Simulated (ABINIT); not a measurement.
# Quasiparticle gap of Bi2SO2 (Pnnm) in ABINIT, part 2 of 3

How does a plane-wave GW calculation on Bi2SO2 (Pnnm) run from the first input to the gap?

ABINIT 10.8.3; PBEsol and many-body steps on it, plane waves. Known limits of the many-body steps: not at the basis limit; no spin-orbit coupling; coarse k mesh.

So far. Step 2 (Ground state): The gap is indirect, with the least direct gap 0.34 eV higher.

## (3) Bands along the symmetry lines

Level of this step: DFT, PBEsol, plane waves, norm-conserving pseudopotentials (ABINIT).

Levels along a band path, at the cheap level, show where the edges lie and whether the meshes to come will hold them.

run.abi reads:

```
acell 3*1.0 Angstrom
rprim 
  3.877295950000 0.000000000000 0.000000000000
  0.000000000000 11.963688440000 0.000000000000
  0.000000000000 0.000000000000 3.842602890000
ntypat 3
znucl 83 16 8
natom 10
typat 1 1 1 1 2 2 3 3 3 3
xred 
  0.419337400000 0.856120830000 0.500000000000
  0.580662600000 0.143879170000 0.500000000000
  0.919337400000 0.643879170000 0.000000000000
  0.080662600000 0.356120830000 0.000000000000
  0.000000000000 0.000000000000 0.000000000000
  0.500000000000 0.500000000000 0.500000000000
  0.440997250000 0.749108530000 0.000000000000
  0.559002750000 0.250891470000 0.000000000000
  0.940997250000 0.750891470000 0.500000000000
  0.059002750000 0.249108530000 0.500000000000
pp_dirpath "pseudos"
pseudos "Bi.upf, S.upf, O.upf"
ecut 42
iscf -2
irdden 1
kptopt 0
nkpt 40
kpt 
  0.00000000 0.00000000 0.00000000
  0.16666667 0.00000000 0.00000000
  0.33333333 0.00000000 0.00000000
  0.50000000 0.00000000 0.00000000
  0.50000000 0.16666667 0.00000000
  0.50000000 0.33333333 0.00000000
  0.50000000 0.50000000 0.00000000
  0.33333333 0.50000000 0.00000000
  0.16666667 0.50000000 0.00000000
  0.00000000 0.50000000 0.00000000
  0.00000000 0.33333333 0.00000000
  0.00000000 0.16666667 0.00000000
  0.00000000 0.00000000 0.00000000
  0.00000000 0.00000000 0.16666667
  0.00000000 0.00000000 0.33333333
  0.00000000 0.00000000 0.50000000
  0.16666667 0.00000000 0.50000000
  0.33333333 0.00000000 0.50000000
  0.50000000 0.00000000 0.50000000
  0.50000000 0.16666667 0.50000000
  0.50000000 0.33333333 0.50000000
  0.50000000 0.50000000 0.50000000
  0.33333333 0.50000000 0.50000000
  0.16666667 0.50000000 0.50000000
  0.00000000 0.50000000 0.50000000
  0.00000000 0.33333333 0.50000000
  0.00000000 0.16666667 0.50000000
  0.00000000 0.00000000 0.50000000
  0.50000000 0.00000000 0.00000000
  0.50000000 0.00000000 0.16666667
  0.50000000 0.00000000 0.33333333
  0.50000000 0.00000000 0.50000000
  0.00000000 0.50000000 0.00000000
  0.00000000 0.50000000 0.16666667
  0.00000000 0.50000000 0.33333333
  0.00000000 0.50000000 0.50000000
  0.50000000 0.50000000 0.00000000
  0.50000000 0.50000000 0.16666667
  0.50000000 0.50000000 0.33333333
  0.50000000 0.50000000 0.50000000
istwfk *1
nband 71
nbdbuf 2
tolwfr 1e-08
nstep 40
prtwf 0
prtvol 0
indata_prefix "in"
outdata_prefix "out"
tmpdata_prefix "tmp"
```

Run with:

```bash
$ OMP_NUM_THREADS=1 mpirun -n 4 abinit run.abi > log
```

Numbers of over 12 decimals in the logs are rounded to 6 here.

The log of the run:

```text
.Version 10.8.3 of ABINIT. v10.8.2 released Aug 2026.

 Symmetries : space group Pn n m (# 58); Bravais oP (primitive ortho.)
[... echo of the input left out ...]
== DATASET  1 ==================================================================
-   mpi_nproc: 4, omp_nthreads: 1 (-1 if OMP is not activated)

--- !DatasetInfo
iteration_state: {dtset: 1, }
dimensions: {natom: 10, nkpt: 40, mband: 71, nsppol: 1, nspinor: 1, nspden: 1, mpw: 15684, }
cutoff_energies: {ecut:  42.0, pawecutdg:  -1.0, }
electrons: {nelect:   1.28000000E+02, charge:   0.00000000E+00, occopt:   1.00000000E+00, tsmear:   1.00000000E-02, }

 Real(R)+Recip(G) space primitive vectors, cartesian coordinates (Bohr,Bohr^-1):
 R(1)=  7.3270275  0.0000000  0.0000000  G(1)=  0.1364810  0.0000000  0.0000000
 R(2)=  0.0000000 22.6080946  0.0000000  G(2)=  0.0000000  0.0442319  0.0000000
 R(3)=  0.0000000  0.0000000  7.2614671  G(3)=  0.0000000  0.0000000  0.1377132
 Unit cell volume ucvol=  1.2028630E+03 bohr^3
 Angles (23,13,12)=  9.00000000E+01  9.00000000E+01  9.00000000E+01 degrees

 getcut: wavevector=  0.0000  0.0000  0.0000  ngfft=  45 135  45
         ecut(hartree)=     42.000   => boxcut(ratio)=   2.03166

--- Pseudopotential description ------------------------------------------------
- Bi Generated using ONCVPSP code by D. R. Hamann
- 83.00000  23.00000  180301                  znucl, zion, pspdat
12 -116133 2 -1 1472                          pspcod,pspxc,lmax,lloc,mmax
     nproj     2     2     2
  pspatm : epsatm=   28.42398882
         --- l  ekb(1:nproj) -->
             0   17.099263    2.333947
             1    7.134189    1.181075
             2    3.367336    0.414803
 pspatm: atomic psp has been read  and splines computed

- S Generated using ONCVPSP code by D. R. Hamann
- 16.00000   6.00000  180301                  znucl, zion, pspdat
12 -116133 2 -1 1146                          pspcod,pspxc,lmax,lloc,mmax
     nproj     2     2     2
  pspatm : epsatm=    8.71840686
         --- l  ekb(1:nproj) -->
[...]
pspatm: atomic psp has been read  and splines computed

- O Generated using ONCVPSP code by D. R. Hamann
-  8.00000   6.00000  180301                  znucl, zion, pspdat
12 -116133 2 -1 936                           pspcod,pspxc,lmax,lloc,mmax
     nproj     2     2     1
  pspatm : epsatm=    6.20179097
         --- l  ekb(1:nproj) -->
[...]
2   -1.335834
 pspatm: atomic psp has been read  and splines computed

--------------------------------------------------------------------------------

================================================================================
 prteigrs : about to open file out_EIG
 Non-SCF case, kpt    1 (  0.00000  0.00000  0.00000), residuals and eigenvalues=
  7.52E-09  6.16E-09  7.20E-09  6.35E-09  6.01E-09  9.90E-09  6.28E-09  5.92E-09
[...]
iteration_state: {dtset: 1, }
comment   : Summary of ground state results
lattice_vectors:
- [  7.3270275,   0.0000000,   0.0000000, ]
- [  0.0000000,  22.6080946,   0.0000000, ]
- [  0.0000000,   0.0000000,   7.2614671, ]
lattice_lengths: [   7.32703,   22.60809,    7.26147, ]
lattice_angles: [ 90.000,  90.000,  90.000, ] # degrees, (23, 13, 12)
lattice_volume:   1.2028630E+03
convergence: {deltae:  0.000E+00, res2:  0.000E+00, residm:  9.961E-09, diffor:  0.000E+00, }
etotal    :  -1.01626953E+03
entropy   :   0.00000000E+00
fermie    :   2.91597248E-01
cartesian_stress_tensor: null
pressure_GPa: null
xred      :
- [  4.1934E-01,   8.5612E-01,   5.0000E-01, Bi]
- [  5.8066E-01,   1.4388E-01,   5.0000E-01, Bi]
- [  9.1934E-01,   6.4388E-01,   0.0000E+00, Bi]
- [  8.0663E-02,   3.5612E-01,   0.0000E+00, Bi]
- [  0.0000E+00,   0.0000E+00,   0.0000E+00,  S]
- [  5.0000E-01,   5.0000E-01,   5.0000E-01,  S]
- [  4.4100E-01,   7.4911E-01,   0.0000E+00,  O]
- [  5.5900E-01,   2.5089E-01,   0.0000E+00,  O]
- [  9.4100E-01,   7.5089E-01,   5.0000E-01,  O]
- [  5.9003E-02,   2.4911E-01,   5.0000E-01,  O]
cartesian_forces: null
force_length_stats: {min: null, max: null, mean: null, }

 Integrated electronic density in atomic spheres:
 ------------------------------------------------
 Atom  Sphere_radius  Integrated_density
[...]
================================================================================

 ----iterations are completed or convergence reached----

 Mean square residual over all n,k,spin=   55.440E-10; max=  99.615E-10
 reduced coordinates (array xred) for   10 atoms
[...]
0.940997250000      0.750891470000      0.500000000000
       0.059002750000      0.249108530000      0.500000000000

 cartesian coordinates (angstrom) at end:
    1      1.625895    10.242363     1.921301
    2      2.251401     1.721326     1.921301
    3      3.564543     7.703170     0.000000
[...]
9      3.648525     8.983432     1.921301
   10      0.228771     2.980257     1.921301
 length scales=  1.889726125908  1.889726125908  1.889726125908 bohr
              =  1.000000000000  1.000000000000  1.000000000000 angstroms
 prteigrs : about to open file out_EIG
 Eigenvalues (hartree) for nkpt=  40  k points:
 kpt#   1, nband= 71, wtk=  1.00000, kpt=  0.0000  0.0000  0.0000 (reduced coord)
[...]
kpt#   2, nband= 71, wtk=  1.00000, kpt=  0.1667  0.0000  0.0000 (reduced coord)
[...]
kpt#   3, nband= 71, wtk=  1.00000, kpt=  0.3333  0.0000  0.0000 (reduced coord)
[...]
kpt#  39, nband= 71, wtk=  1.00000, kpt=  0.5000  0.5000  0.3333 (reduced coord)
[...]
0.38861    0.38861    0.39043    0.39043    0.43448    0.43448    0.48775
 kpt#  40, nband= 71, wtk=  1.00000, kpt=  0.5000  0.5000  0.5000 (reduced coord)
[...]
0.10543    0.10543    0.12480    0.12480    0.16176    0.16176    0.20443    0.20443
   0.21907    0.21907    0.23506    0.23506    0.23511    0.23511    0.25926    0.25926
   0.37554    0.37554    0.37832    0.37832    0.43328    0.43328    0.50538

== END DATASET(S) ==============================================================
================================================================================

 -outvars: echo values of variables after computation  --------
            nband          71
             nkpt          40
          spgroup          58
 [... the other variables as echoed above ...]

 Calculation completed.
```

Run time: 8.8 min. Hardware: 4 MPI ranks of Arm Neoverse V1, shared host; peak memory 1.1 GiB; 35 min of CPU time.

This step gave:

- gap: 0.7799 eV
- k of the valence top: 0.5, 0.5, 0
- k of the conduction bottom: 0, 0, 0
- least direct gap: 1.122 eV

The gap is 0.780 eV, as in the run before at this level.

The electronic bands at the labelled points (eV, zero at the top of the highest filled band):

```csv
point,band 61,band 62,band 63,band 64,band 65,band 66,band 67,band 68
Γ,-0.92,-0.59,-0.41,-0.34,0.78,1.46,3.29,3.38
X,-0.20,-0.20,0.00,0.00,2.80,2.80,3.92,3.92
S,-0.20,-0.20,0.00,0.00,2.83,2.83,3.91,3.91
Y,-0.79,-0.79,-0.58,-0.58,1.26,1.26,3.70,3.70
Γ,-0.92,-0.59,-0.41,-0.34,0.78,1.46,3.29,3.38
Z,-0.08,-0.08,-0.06,-0.06,2.82,2.82,3.90,3.90
U,-1.52,-1.52,-0.76,-0.76,1.29,1.29,3.66,3.66
R,-1.54,-1.54,-0.88,-0.88,2.28,2.28,2.36,2.36
T,-0.13,-0.13,-0.01,-0.01,2.85,2.85,3.90,3.90
Z,-0.08,-0.08,-0.06,-0.06,2.82,2.82,3.90,3.90
jump to X,-0.20,-0.20,0.00,0.00,2.80,2.80,3.92,3.92
U,-1.52,-1.52,-0.76,-0.76,1.29,1.29,3.66,3.66
jump to Y,-0.79,-0.79,-0.58,-0.58,1.26,1.26,3.70,3.70
T,-0.13,-0.13,-0.01,-0.01,2.85,2.85,3.90,3.90
jump to S,-0.20,-0.20,0.00,0.00,2.83,2.83,3.91,3.91
R,-1.54,-1.54,-0.88,-0.88,2.28,2.28,2.36,2.36
```

## (4) Empty states on the mesh, 4×1×4 mesh, 176 bands

The sums over transitions need many empty states on a uniform mesh; this step solves for them.

run.abi reads:

```
acell 3*1.0 Angstrom
rprim 
  3.877295950000 0.000000000000 0.000000000000
  0.000000000000 11.963688440000 0.000000000000
  0.000000000000 0.000000000000 3.842602890000
ntypat 3
znucl 83 16 8
natom 10
typat 1 1 1 1 2 2 3 3 3 3
xred 
  0.419337400000 0.856120830000 0.500000000000
  0.580662600000 0.143879170000 0.500000000000
  0.919337400000 0.643879170000 0.000000000000
  0.080662600000 0.356120830000 0.000000000000
  0.000000000000 0.000000000000 0.000000000000
  0.500000000000 0.500000000000 0.500000000000
  0.440997250000 0.749108530000 0.000000000000
  0.559002750000 0.250891470000 0.000000000000
  0.940997250000 0.750891470000 0.500000000000
  0.059002750000 0.249108530000 0.500000000000
pp_dirpath "pseudos"
pseudos "Bi.upf, S.upf, O.upf"
ecut 42
ngkpt 4 1 4
nshiftk 1
shiftk 0 0 0
kptopt 1
chksymbreak 0
iscf -2
irdden 1
istwfk *1
nband 176
nbdbuf 16
tolwfr 1e-09
nstep 60
prtvol 0
indata_prefix "in"
outdata_prefix "out"
tmpdata_prefix "tmp"
```

The log of the run:

```text
.Version 10.8.3 of ABINIT. v10.8.2 released Aug 2026.

 Symmetries : space group Pn n m (# 58); Bravais oP (primitive ortho.)
[... echo of the input left out ...]
== DATASET  1 ==================================================================
-   mpi_nproc: 4, omp_nthreads: 1 (-1 if OMP is not activated)

--- !DatasetInfo
iteration_state: {dtset: 1, }
dimensions: {natom: 10, nkpt: 9, mband: 176, nsppol: 1, nspinor: 1, nspden: 1, mpw: 15678, }
cutoff_energies: {ecut:  42.0, pawecutdg:  -1.0, }
electrons: {nelect:   1.28000000E+02, charge:   0.00000000E+00, occopt:   1.00000000E+00, tsmear:   1.00000000E-02, }

 Real(R)+Recip(G) space primitive vectors, cartesian coordinates (Bohr,Bohr^-1):
 R(1)=  7.3270275  0.0000000  0.0000000  G(1)=  0.1364810  0.0000000  0.0000000
 R(2)=  0.0000000 22.6080946  0.0000000  G(2)=  0.0000000  0.0442319  0.0000000
 R(3)=  0.0000000  0.0000000  7.2614671  G(3)=  0.0000000  0.0000000  0.1377132
 Unit cell volume ucvol=  1.2028630E+03 bohr^3
 Angles (23,13,12)=  9.00000000E+01  9.00000000E+01  9.00000000E+01 degrees

 getcut: wavevector=  0.0000  0.0000  0.0000  ngfft=  45 135  45
         ecut(hartree)=     42.000   => boxcut(ratio)=   2.03166

--- Pseudopotential description ------------------------------------------------
- Bi Generated using ONCVPSP code by D. R. Hamann
- 83.00000  23.00000  180301                  znucl, zion, pspdat
12 -116133 2 -1 1472                          pspcod,pspxc,lmax,lloc,mmax
     nproj     2     2     2
  pspatm : epsatm=   28.42398882
         --- l  ekb(1:nproj) -->
             0   17.099263    2.333947
             1    7.134189    1.181075
             2    3.367336    0.414803
 pspatm: atomic psp has been read  and splines computed

- S Generated using ONCVPSP code by D. R. Hamann
- 16.00000   6.00000  180301                  znucl, zion, pspdat
12 -116133 2 -1 1146                          pspcod,pspxc,lmax,lloc,mmax
     nproj     2     2     2
  pspatm : epsatm=    8.71840686
         --- l  ekb(1:nproj) -->
[...]
pspatm: atomic psp has been read  and splines computed

- O Generated using ONCVPSP code by D. R. Hamann
-  8.00000   6.00000  180301                  znucl, zion, pspdat
12 -116133 2 -1 936                           pspcod,pspxc,lmax,lloc,mmax
     nproj     2     2     1
  pspatm : epsatm=    6.20179097
         --- l  ekb(1:nproj) -->
[...]
2   -1.335834
 pspatm: atomic psp has been read  and splines computed

--------------------------------------------------------------------------------

================================================================================
 prteigrs : about to open file out_EIG
 Non-SCF case, kpt    1 (  0.00000  0.00000  0.00000), residuals and eigenvalues=
  2.92E-10  2.82E-10  2.65E-10  2.73E-10  1.76E-10  2.18E-10  8.98E-10  1.56E-10
[...]
-5.3353E+00 -5.3353E+00 -5.3353E+00 -5.3353E+00 -3.0583E+00 -3.0582E+00
 -3.0582E+00 -3.0582E+00 -3.0579E+00 -3.0579E+00 -3.0579E+00 -3.0579E+00
 -3.0578E+00 -3.0578E+00 -3.0578E+00 -3.0578E+00 -5.4305E-01 -5.4304E-01
[...]
1.4704E+00  1.4817E+00  1.5029E+00  1.5098E+00  1.5293E+00  1.5436E+00
  1.5579E+00  1.5606E+00  1.5680E+00  1.5717E+00  1.5781E+00  1.5888E+00
  1.5931E+00  1.6056E+00
 prteigrs : prtvol=0 or 1, do not print more k-points.

--- !ResultsGS
iteration_state: {dtset: 1, }
comment   : Summary of ground state results
lattice_vectors:
- [  7.3270275,   0.0000000,   0.0000000, ]
- [  0.0000000,  22.6080946,   0.0000000, ]
- [  0.0000000,   0.0000000,   7.2614671, ]
lattice_lengths: [   7.32703,   22.60809,    7.26147, ]
lattice_angles: [ 90.000,  90.000,  90.000, ] # degrees, (23, 13, 12)
lattice_volume:   1.2028630E+03
convergence: {deltae:  0.000E+00, res2:  0.000E+00, residm:  9.985E-10, diffor:  0.000E+00, }
etotal    :  -1.01626953E+03
entropy   :   0.00000000E+00
fermie    :   2.91597248E-01
cartesian_stress_tensor: null
pressure_GPa: null
xred      :
- [  4.1934E-01,   8.5612E-01,   5.0000E-01, Bi]
- [  5.8066E-01,   1.4388E-01,   5.0000E-01, Bi]
- [  9.1934E-01,   6.4388E-01,   0.0000E+00, Bi]
- [  8.0663E-02,   3.5612E-01,   0.0000E+00, Bi]
- [  0.0000E+00,   0.0000E+00,   0.0000E+00,  S]
- [  5.0000E-01,   5.0000E-01,   5.0000E-01,  S]
- [  4.4100E-01,   7.4911E-01,   0.0000E+00,  O]
- [  5.5900E-01,   2.5089E-01,   0.0000E+00,  O]
- [  9.4100E-01,   7.5089E-01,   5.0000E-01,  O]
- [  5.9003E-02,   2.4911E-01,   5.0000E-01,  O]
cartesian_forces: null
force_length_stats: {min: null, max: null, mean: null, }

 Integrated electronic density in atomic spheres:
 ------------------------------------------------
 Atom  Sphere_radius  Integrated_density
[...]
================================================================================

 ----iterations are completed or convergence reached----

 Mean square residual over all n,k,spin=   50.254E-11; max=  99.847E-11
 reduced coordinates (array xred) for   10 atoms
[...]
0.940997250000      0.750891470000      0.500000000000
       0.059002750000      0.249108530000      0.500000000000

 cartesian coordinates (angstrom) at end:
    1      1.625895    10.242363     1.921301
    2      2.251401     1.721326     1.921301
    3      3.564543     7.703170     0.000000
[...]
9      3.648525     8.983432     1.921301
   10      0.228771     2.980257     1.921301
 length scales=  1.889726125908  1.889726125908  1.889726125908 bohr
              =  1.000000000000  1.000000000000  1.000000000000 angstroms
 prteigrs : about to open file out_EIG
 Eigenvalues (hartree) for nkpt=   9  k points:
 kpt#   1, nband=176, wtk=  0.06250, kpt=  0.0000  0.0000  0.0000 (reduced coord)
[...]
1.43887    1.46671    1.47038    1.48173    1.50294    1.50983    1.52928    1.54360
   1.55792    1.56058    1.56798    1.57173    1.57805    1.58878    1.59308    1.60564
 prteigrs : prtvol=0 or 1, do not print more k-points.

== END DATASET(S) ==============================================================
================================================================================

 -outvars: echo values of variables after computation  --------
            nband         176
             nkpt           9
          spgroup          58
 [... the other variables as echoed above ...]

 Calculation completed.
```

It took 7.9 min on 4 MPI ranks; peak memory 0.77 GiB.

This step gave:

```
gap                                                           : 0.7826 eV
k of the valence top                                          : 0.5, 0, 0
k of the conduction bottom                                    : 0, 0, 0
least direct gap                                              : 1.122 eV
k points computed                                             : 9
lowest point of the top converged band, above the valence top : 30.06 eV
```

On this mesh the gap is 0.783 eV.

## (5) Screening, 4×1×4 mesh, 160 bands, screening to 89.8 eV

The RPA dielectric matrix is built and inverted for each q.

This step: RPA screening on PBEsol, plane waves, norm-conserving pseudopotentials.

run.abi, as its differences from that of step 4:

```diff
@@ -28,10 +28,11 @@
 chksymbreak 0
-iscf -2
-irdden 1
 istwfk *1
-nband 176
-nbdbuf 16
-tolwfr 1e-09
-nstep 60
-prtvol 0
+occopt 1
+irdwfk 1
+optdriver 3
+nband 160
+ecuteps 3.3
+inclvkb 2
+awtr 1
+symchi 1
 indata_prefix "in"
```

The log of the run:

```text
.Version 10.8.3 of ABINIT. v10.8.2 released Aug 2026.

 Symmetries : space group Pn n m (# 58); Bravais oP (primitive ortho.)
[... echo of the input left out ...]
== DATASET  1 ==================================================================
-   mpi_nproc: 4, omp_nthreads: 1 (-1 if OMP is not activated)

--- !DatasetInfo
iteration_state: {dtset: 1, }
dimensions: {natom: 10, nkpt: 9, mband: 160, nsppol: 1, nspinor: 1, nspden: 1, mpw: 15678, }
cutoff_energies: {ecut:  42.0, pawecutdg:  -1.0, }
electrons: {nelect:   1.28000000E+02, charge:   0.00000000E+00, occopt:   1.00000000E+00, tsmear:   1.00000000E-02, }

 SCREENING: Calculation of the susceptibility and dielectric matrices

 Based on a program developped by R.W. Godby, V. Olevano, G. Onida, and L. Reining.
 Incorporated in ABINIT by V. Olevano, G.-M. Rignanese, and M. Torrent.
.Using double precision arithmetic ; gwpc =  8

[... cell and pseudopotentials left out ...]
--------------------------------------------------------------------------------

 ==== K-mesh for the wavefunctions ====
 Number of points in the irreducible wedge :     9
[... list of points left out ...]
 Together with  8 symmetry operations and time-reversal symmetry
 yields    16 points in the full Brillouin Zone.

 ==== Q-mesh for the screening function ====
 Number of points in the irreducible wedge :     9
[... list of points left out ...]
 Together with  8 symmetry operations and time-reversal symmetry
 yields    16 points in the full Brillouin Zone.

 setmesh: FFT mesh size selected  =    30x   90x   30
          total number of points  =        81000

 vcoul_init : cutoff-mode = AUXILIARY_FUNCTION
 q-points for optical limit:   1
     1)      0.000010    0.000020    0.000030

- screening: taking advantage of time-reversal symmetry
- Maximum band index for partially occupied states nbvw = 64
- Remaining bands to be divided among processors   nbcw = 96
- Number of bands treated by each node ~24

 Number of electrons calculated from density =  128.0000; Expected =  128.0000
 average of density, n =  0.106413
 r_s =    1.3091
 omega_plasma =   31.4668 [eV]

 calculating chi0 at frequencies [eV] :
  1    0.000000E+00    0.000000E+00
  2    0.000000E+00    3.146679E+01

--------------------------------------------------------------------------------
  q-point number  1        q = ( 0.000000, 0.000000, 0.000000) [r.l.u.]
--------------------------------------------------------------------------------
[... chi0 elements left out ...]
 For q-point:  0.000010 0.000020 0.000030
  dielectric constant =  15.6708
  dielectric constant without local fields =  16.8672

  Average fulfillment of the sum rule on Im[epsilon] for q-point    1 :     48.73  [%]
[... wings left out ...]
  q-point number  2        q = ( 0.250000, 0.000000, 0.000000) [r.l.u.]
--------------------------------------------------------------------------------
[... chi0 elements left out ...]
  Average fulfillment of the sum rule on Im[epsilon] for q-point    2 :     51.41  [%]

 [... 7 further q-points ...]
```

The job ended after 8.8 min (4 MPI ranks; peak memory 5.6 GiB).

Numbers from this step:

```yaml
eps_infinity_with_local_fields_on_this_mesh_along_the_program_s_q_direction: 15.67
the_same_without_local_fields: 16.87
plasma_frequency: 31.47 eV
plane_waves_in_the_screening_matrix: 331
```

Local fields lower ε∞ by 7 %. On a Γ-centred mesh this coarse the value itself is usually too large, while a short band sum pulls it down.

(Part 2 of 3 ends here.)

[Paths, hosts, dates, memory and timing lines, banners, echoed tables and standing remarks are left out of the program output.]

[Logs are printed without paths, hosts, clocks, repeated set-up lines and the standing remarks that a program may print on its own settings, such as how far it seeks lower states.]

[Runs of the session that timed out or met a known fault of the program may be left out.]

[Hosts, paths, dates, database ids (printed as entryN), source tags and the programs' standing remarks are cut or masked in the printed files.]

[G0W0 gaps are taken among the corrected bands and points alone; a level outside them can change the order at an edge.]

[Where Ansatz stands beside ABINIT at settings called matched, ABINIT's density can come from a denser mesh and the files from another edition; pairs whose starting gaps differed by over 0.03 eV were left out, so agreement reads better than it is.]
